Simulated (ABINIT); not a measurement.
# TlIO3 (R3m): changed settings of a GW run in ABINIT

A base run on TlIO3 (R3m), then changed inputs.

Calculated with ABINIT 10.8.3; PBEsol and many-body steps on it, plane waves.

## (1) The structure

Symmetry: R3m, No. 160, trigonal system. The conventional cell has a = 6.302 Å, b = 6.302 Å, c = 7.966 Å, α = 90.00°, β = 90.00°, γ = 120.00°. Nearest to Tl lie 3 O at 2.94 Å. I has 3 O at 1.82 Å nearest. Nearest to O lie 1 I at 1.82 Å. Farther neighbours and most contacts between anions are not listed.

The cell and positions are those that the Materials Project relaxed with its own functionals (PBE, PBE+U or r2SCAN), kept fixed. Spin-orbit coupling is left out unless a step names it.

## (2) Screening, 2×2×2 mesh, 87 bands, screening to 122.5 eV

This step: ABINIT 10.8.3; RPA screening on PBEsol, plane waves, norm-conserving pseudopotentials.

The RPA dielectric matrix is built and inverted for each q.

Contents of run.abi:

```
acell 3*1.0 Angstrom
rprim 
  3.150792580489 1.819110944506 2.655433585300
  -3.150792580489 1.819110944506 2.655433585300
  0.000000000000 -3.638221889012 2.655433585300
ntypat 3
znucl 81 53 8
natom 5
typat 1 2 3 3 3
xred 
  0.008750850000 0.008750850000 0.008750850000
  0.501867330000 0.501867330000 0.501867330000
  0.903287650000 0.461897090000 0.461897090000
  0.461897090000 0.903287650000 0.461897090000
  0.461897090000 0.461897090000 0.903287650000
pp_dirpath "pseudos"
pseudos "Tl.upf, I.upf, O.upf"
ecut 36
ngkpt 2 2 2
nshiftk 1
shiftk 0 0 0
kptopt 1
chksymbreak 0
istwfk *1
occopt 1
irdwfk 1
optdriver 3
nband 87
ecuteps 4.5
inclvkb 2
awtr 1
symchi 1
indata_prefix "in"
outdata_prefix "out"
tmpdata_prefix "tmp"
```

Started as:

```
OMP_NUM_THREADS=1 mpirun -n 4 abinit run.abi > log
```

The program printed:

```text
.Version 10.8.3 of ABINIT. v10.8.2 released Aug 2026.

 Symmetries : space group R3 m (#160); Bravais hR (rhombohedral)
[... echo of the input left out ...]
== DATASET  1 ==================================================================
-   mpi_nproc: 4, omp_nthreads: 1 (-1 if OMP is not activated)

--- !DatasetInfo
iteration_state: {dtset: 1, }
dimensions: {natom: 5, nkpt: 4, mband: 87, nsppol: 1, nspinor: 1, nspden: 1, mpw: 6360, }
cutoff_energies: {ecut:  36.0, pawecutdg:  -1.0, }
electrons: {nelect:   3.80000000E+01, charge:   0.00000000E+00, occopt:   1.00000000E+00, tsmear:   1.00000000E-02, }

 SCREENING: Calculation of the susceptibility and dielectric matrices

 Based on a program developped by R.W. Godby, V. Olevano, G. Onida, and L. Reining.
 Incorporated in ABINIT by V. Olevano, G.-M. Rignanese, and M. Torrent.
.Using double precision arithmetic ; gwpc =  8

[... cell and pseudopotentials left out ...]
--------------------------------------------------------------------------------

 ==== K-mesh for the wavefunctions ====
 Number of points in the irreducible wedge :     4
[... list of points left out ...]
 Together with  6 symmetry operations and time-reversal symmetry
 yields     8 points in the full Brillouin Zone.

 ==== Q-mesh for the screening function ====
 Number of points in the irreducible wedge :     4
[... list of points left out ...]
 Together with  6 symmetry operations and time-reversal symmetry
 yields     8 points in the full Brillouin Zone.

 setmesh: FFT mesh size selected  =    32x   32x   32
          total number of points  =        32768

 vcoul_init : cutoff-mode = AUXILIARY_FUNCTION
 q-points for optical limit:   1
     1)      0.000010    0.000020    0.000030

- screening: taking advantage of time-reversal symmetry
- Maximum band index for partially occupied states nbvw = 19
- Remaining bands to be divided among processors   nbcw = 68
- Number of bands treated by each node ~17

 Number of electrons calculated from density =   38.0000; Expected =   38.0000
 average of density, n =  0.061663
 r_s =    1.5702
 omega_plasma =   23.9533 [eV]

 calculating chi0 at frequencies [eV] :
  1    0.000000E+00    0.000000E+00
  2    0.000000E+00    2.395335E+01

--------------------------------------------------------------------------------
  q-point number  1        q = ( 0.000000, 0.000000, 0.000000) [r.l.u.]
--------------------------------------------------------------------------------
[... chi0 elements left out ...]
 For q-point:  0.000010 0.000020 0.000030
  dielectric constant =   5.1595
  dielectric constant without local fields =   6.2399

  Average fulfillment of the sum rule on Im[epsilon] for q-point    1 :     56.15  [%]
[... wings left out ...]
  q-point number  2        q = ( 0.500000, 0.000000, 0.000000) [r.l.u.]
--------------------------------------------------------------------------------
[... chi0 elements left out ...]
  Average fulfillment of the sum rule on Im[epsilon] for q-point    2 :     68.25  [%]

 [... 2 further q-points ...]
```

Run time: 9.1 s. Hardware: 4 MPI ranks of AMD EPYC 7R13 (Zen 3), shared host; peak memory 0.8 GiB.

Numbers from this step:

| Property | Result |
| --- | --- |
| ε∞ with local fields, on this mesh, along the program's q direction | 5.160 |
| the same without local fields | 6.240 |
| plasma frequency | 23.95 eV |
| plane waves in the screening matrix | 263 |

Local fields lower ε∞ by 17 %. On a Γ-centred mesh this coarse the value itself is usually too large, while a short band sum pulls it down.

## (3) Base

The self-energy is evaluated for the states that the input lists, and the levels follow from it, in one-shot runs by the linearised quasiparticle equation.

This step: G0W0 on PBEsol, plane waves, norm-conserving pseudopotentials.

run.abi: that of step 2 with these lines changed.

```diff
@@ -26,8 +26,17 @@
 irdwfk 1
-optdriver 3
+optdriver 4
 nband 87
+gwcalctyp 0
+ecutsigx 36
+symsigma 1
+nkptgw 2
+kptgw 
+  0.5000000000 0.5000000000 0.5000000000
+  0.0000000000 0.0000000000 0.0000000000
+bdgw 
+  18 21
+  18 22
 ecuteps 4.5
-inclvkb 2
-awtr 1
-symchi 1
+irdscr 1
+ppmodel 1
 indata_prefix "in"
```

The program printed:

```text
.Version 10.8.3 of ABINIT. v10.8.2 released Aug 2026.

 Symmetries : space group R3 m (#160); Bravais hR (rhombohedral)
[... echo of the input left out ...]
== DATASET  1 ==================================================================
-   mpi_nproc: 4, omp_nthreads: 1 (-1 if OMP is not activated)

--- !DatasetInfo
iteration_state: {dtset: 1, }
dimensions: {natom: 5, nkpt: 4, mband: 87, nsppol: 1, nspinor: 1, nspden: 1, mpw: 6360, }
cutoff_energies: {ecut:  36.0, pawecutdg:  -1.0, }
electrons: {nelect:   3.80000000E+01, charge:   0.00000000E+00, occopt:   1.00000000E+00, tsmear:   1.00000000E-02, }

 SIGMA: Calculation of the GW corrections

 Based on a program developped by R.W. Godby, V. Olevano, G. Onida, and L. Reining.
 Incorporated in ABINIT by V. Olevano, G.-M. Rignanese, and M. Torrent.
.Using double precision arithmetic ; gwpc =  8

[... cell and pseudopotentials left out ...]
--------------------------------------------------------------------------------

 ==== K-mesh for the wavefunctions ====
 Number of points in the irreducible wedge :     4
[... list of points left out ...]
 Together with  6 symmetry operations and time-reversal symmetry
 yields     8 points in the full Brillouin Zone.

 ==== Q-mesh for screening function ====
 Number of points in the irreducible wedge :     4
[... list of points left out ...]
 Together with  6 symmetry operations and time-reversal symmetry
 yields     8 points in the full Brillouin Zone.

 vcoul_init : cutoff-mode = AUXILIARY_FUNCTION
 q-points for optical limit:   1
     1)      0.000010    0.000020    0.000030
 setmesh: FFT mesh size selected  =    45x   45x   45
          total number of points  =        91125

 Number of electrons calculated from density =   38.0000; Expected =   38.0000
 average of density, n =  0.061663
 r_s =    1.5702
 omega_plasma =   23.9533 [eV]

 === KS Band Gaps ===
  >>>> For spin  1
   Minimum direct gap =   2.6822 [eV], located at k-point      :   0.5000  0.5000  0.5000
   Fundamental gap    =   2.6822 [eV], Top of valence bands at :   0.5000  0.5000  0.5000
                                       Bottom of conduction at :   0.5000  0.5000  0.5000
 SIGMA fundamental parameters:
 PLASMON POLE MODEL  1
 number of plane-waves for SigmaX                 6355
 number of plane-waves for SigmaC and W            263
 number of plane-waves for wavefunctions          6355
 number of bands                                    87
 number of independent spin polarizations            1
 number of spinorial components                      1
 number of k-points in IBZ                           4
 number of q-points in IBZ                           4
 number of symmetry operations                       6
 number of k-points in BZ                            8
 number of q-points in BZ                            8
 number of frequencies for dSigma/dE                 9
 frequency step for dSigma/dE [eV]                0.25
 number of omega for Sigma on real axis              0
 max omega for Sigma on real axis  [eV]           0.00
 zcut for avoiding poles [eV]                     0.10

 EPSILON^-1 parameters (SCR file):
 dimension of the eps^-1 matrix on file            263
 dimension of the eps^-1 matrix used               263
 number of plane-waves for wavefunctions          6355
 number of bands                                    87
 number of q-points in IBZ                           4
 number of frequencies                               2
 number of real frequencies                          1
 number of imag frequencies                          1

 matrix elements of self-energy operator (all in [eV])

 Perturbative Calculation

--- !SelfEnergy_ee
iteration_state: {dtset: 1, }
kpoint     : [   0.500,    0.500,    0.500, ]
spin       : 1
KS_gap     :    2.682
QP_gap     :    4.125
Delta_QP_KS:    1.443
data: !SigmaeeData |
     Band     E0 <VxcDFT>   SigX SigC(E0)      Z dSigC/dE  Sig(E)    E-E0       E
       18   1.477 -19.451 -24.696   5.196   0.751  -0.331 -19.488  -0.037   1.440
       19   1.972 -16.064 -19.486   3.147   0.789  -0.268 -16.281  -0.217   1.755
       20   4.654 -13.322  -9.157  -2.652   0.810  -0.234 -12.096   1.226   5.880
       21   4.654 -13.322  -9.157  -2.652   0.810  -0.234 -12.096   1.226   5.880

--- !SelfEnergy_ee
iteration_state: {dtset: 1, }
kpoint     : [   0.000,    0.000,    0.000, ]
spin       : 1
KS_gap     :    7.453
QP_gap     :    8.537
Delta_QP_KS:    1.084
data: !SigmaeeData |
     Band     E0 <VxcDFT>   SigX SigC(E0)      Z dSigC/dE  Sig(E)    E-E0       E
       18   0.664 -18.091 -22.997   4.736   0.757  -0.322 -18.219  -0.128   0.536
       19   0.981 -18.694 -24.115   5.251   0.750  -0.333 -18.822  -0.128   0.853
       20   8.434 -10.108  -5.948  -3.019   0.838  -0.194  -9.152   0.956   9.390
       21   8.707 -15.242 -10.298  -2.987   0.791  -0.264 -13.694   1.547  10.255
       22   8.707 -15.242 -10.298  -2.987   0.791  -0.264 -13.694   1.547  10.255

== END DATASET(S) ==============================================================
================================================================================

 -outvars: echo values of variables after computation  --------
           etotal      0.0000000000E+00
            nband          87
             nkpt           4
          spgroup         160
 [... the other variables as echoed above ...]

 Calculation completed.
```

Wall time 6.1 s (4 MPI ranks); peak memory 0.35 GiB.

This step gave:

```yaml
g0w0_gap_on_the_points_computed: 4.125 eV
starting_gap_on_the_mesh: 2.682 eV
k_of_the_valence_top: 0.5, 0.5, 0.5
k_of_the_conduction_bottom: 0.5, 0.5, 0.5
z_at_the_valence_top: 0.789
z_at_the_conduction_bottom: 0.81
least_direct_g0w0_gap_on_the_computed_points: 4.125 eV
```

The gap on the mesh goes from 2.68 eV to 4.12 eV, a correction of +1.44 eV.

## (4) Coulomb singularity

run.abi: that of step 3 with these lines changed.

```diff
@@ -41,2 +41,3 @@
 ppmodel 1
+gw_icutcoul 7
 indata_prefix "in"
```

The program printed:

```text
.Version 10.8.3 of ABINIT. v10.8.2 released Aug 2026.

 Symmetries : space group R3 m (#160); Bravais hR (rhombohedral)
[... echo of the input left out ...]
== DATASET  1 ==================================================================
-   mpi_nproc: 4, omp_nthreads: 1 (-1 if OMP is not activated)

--- !DatasetInfo
iteration_state: {dtset: 1, }
dimensions: {natom: 5, nkpt: 4, mband: 87, nsppol: 1, nspinor: 1, nspden: 1, mpw: 6360, }
cutoff_energies: {ecut:  36.0, pawecutdg:  -1.0, }
electrons: {nelect:   3.80000000E+01, charge:   0.00000000E+00, occopt:   1.00000000E+00, tsmear:   1.00000000E-02, }

 SIGMA: Calculation of the GW corrections

 Based on a program developped by R.W. Godby, V. Olevano, G. Onida, and L. Reining.
 Incorporated in ABINIT by V. Olevano, G.-M. Rignanese, and M. Torrent.
.Using double precision arithmetic ; gwpc =  8

[... cell and pseudopotentials left out ...]
--------------------------------------------------------------------------------

 ==== K-mesh for the wavefunctions ====
 Number of points in the irreducible wedge :     4
[... list of points left out ...]
 Together with  6 symmetry operations and time-reversal symmetry
 yields     8 points in the full Brillouin Zone.

 ==== Q-mesh for screening function ====
 Number of points in the irreducible wedge :     4
[... list of points left out ...]
 Together with  6 symmetry operations and time-reversal symmetry
 yields     8 points in the full Brillouin Zone.

 vcoul_init : cutoff-mode = AUX_GB
 q-points for optical limit:   1
     1)      0.000010    0.000020    0.000030
 setmesh: FFT mesh size selected  =    45x   45x   45
          total number of points  =        91125

 Number of electrons calculated from density =   38.0000; Expected =   38.0000
 average of density, n =  0.061663
[...]
number of omega for Sigma on real axis              0
 max omega for Sigma on real axis  [eV]           0.00
 zcut for avoiding poles [eV]                     0.10

 EPSILON^-1 parameters (SCR file):
 dimension of the eps^-1 matrix on file            263
 dimension of the eps^-1 matrix used               263
 number of plane-waves for wavefunctions          6355
 number of bands                                    87
 number of q-points in IBZ                           4
 number of frequencies                               2
 number of real frequencies                          1
 number of imag frequencies                          1

 matrix elements of self-energy operator (all in [eV])

 Perturbative Calculation

--- !SelfEnergy_ee
iteration_state: {dtset: 1, }
kpoint     : [   0.500,    0.500,    0.500, ]
spin       : 1
KS_gap     :    2.682
QP_gap     :    4.145
Delta_QP_KS:    1.463
data: !SigmaeeData |
     Band     E0 <VxcDFT>   SigX SigC(E0)      Z dSigC/dE  Sig(E)    E-E0       E
       18   1.477 -19.451 -24.863   5.263   0.749  -0.335 -19.563  -0.112   1.366
       19   1.972 -16.064 -19.653   3.214   0.787  -0.271 -16.359  -0.295   1.677
       20   4.654 -13.322  -9.157  -2.719   0.808  -0.237 -12.154   1.168   5.822
[...]
--- !SelfEnergy_ee
iteration_state: {dtset: 1, }
kpoint     : [   0.000,    0.000,    0.000, ]
spin       : 1
KS_gap     :    7.453
QP_gap     :    8.552
Delta_QP_KS:    1.099
data: !SigmaeeData |
     Band     E0 <VxcDFT>   SigX SigC(E0)      Z dSigC/dE  Sig(E)    E-E0       E
[...]
21   8.707 -15.242 -10.298  -3.054   0.789  -0.268 -13.752   1.490  10.197
       22   8.707 -15.242 -10.298  -3.054   0.789  -0.268 -13.752   1.490  10.197

== END DATASET(S) ==============================================================
================================================================================

 -outvars: echo values of variables after computation  --------
           etotal      0.0000000000E+00
            nband          87
             nkpt           4
          spgroup         160
 [... the other variables as echoed above ...]

 Calculation completed.
```

The job ended after 5.8 s (4 MPI ranks; peak memory 0.53 GiB).

This step gave:

```
G0W0 gap on the points computed              : 4.145 eV
starting gap on the mesh                     : 2.682 eV
k of the valence top                         : 0.5, 0.5, 0.5
k of the conduction bottom                   : 0.5, 0.5, 0.5
Z at the valence top                         : 0.787
Z at the conduction bottom                   : 0.808
least direct G0W0 gap on the computed points : 4.145 eV
```

Against G0W0 in ABINIT (2×2×2 mesh, 87 bands, screening to 122.5 eV, Godby-Needs plasmon pole), the gap moves by +0.020 eV.

## (5) Side by side

Times are wall times on 4 MPI ranks of AMD EPYC 7R13 (Zen 3), shared host, good to a factor of about two. A run's time includes the screening step that it read.

| run | mesh | bands | screening cutoff (eV) | DFT gap (eV) | gap on the mesh (eV) | direct (eV) | ε∞ used | time |
| --- | --- | --- | --- | --- | --- | --- | --- | --- |
| base | 2×2×2 | 87 | 122.5 | 2.682 | 4.125 | 4.125 | 5.16 | 15 s |
| Coulomb singularity | 2×2×2 | 87 | 122.5 | 2.682 | 4.145 | 4.145 | 5.16 | 15 s |

## (6) Outcome

- base: 4.125 eV
- Coulomb singularity: 4.145 eV
- known limits: not at the basis limit; exchange with frozen shells missing; no spin-orbit coupling; coarse k mesh

What this shows: Coulomb singularity: +0.020 eV against base (keys changed: gw_icutcoul). Bands and cutoff are finite, so the gap is not at the basis limit. The miss can reach some tenths of an eV and take either sign; the mesh is an error of its own. In the first G0W0 run levels were corrected at 2 k points alone, so a gap called «on the mesh» is the least over those, and an edge elsewhere would be missed. The 2×2×2 mesh is coarse for this cell, which bears on the long-range parts of exchange and screening. Where an edge is built on 6p states of lead, bismuth or thallium, scalar-relativistic gaps usually stand too wide, by a few tenths to over one eV. The norm-conserving file of at least one element keeps a d shell over frozen s and p shells of the same row. Exchange with those shells is missing from the self-energy, an error of 0.3 to 0.9 eV in cases checked, whose sign depends on which edge lies on those atoms. The many-body steps are scalar-relativistic: spin-orbit coupling is not in them.

[Paths, hosts, dates, memory and timing lines, banners, echoed tables and standing remarks are left out of the program output.]

[Logs are printed without paths, hosts, clocks, repeated set-up lines and the standing remarks that a program may print on its own settings, such as how far it seeks lower states.]

[Runs of the session that timed out or met a known fault of the program may be left out.]

[No measured gap is set beside runs whose start may be inverted or whose files or cutoffs have a known fault.]

[Hosts, paths, dates, database ids (printed as entryN), source tags and the programs' standing remarks are cut or masked in the printed files.]

[G0W0 gaps are taken among the corrected bands and points alone; a level outside them can change the order at an edge.]

[Where Ansatz stands beside ABINIT at settings called matched, ABINIT's density can come from a denser mesh and the files from another edition; pairs whose starting gaps differed by over 0.03 eV were left out, so agreement reads better than it is.]
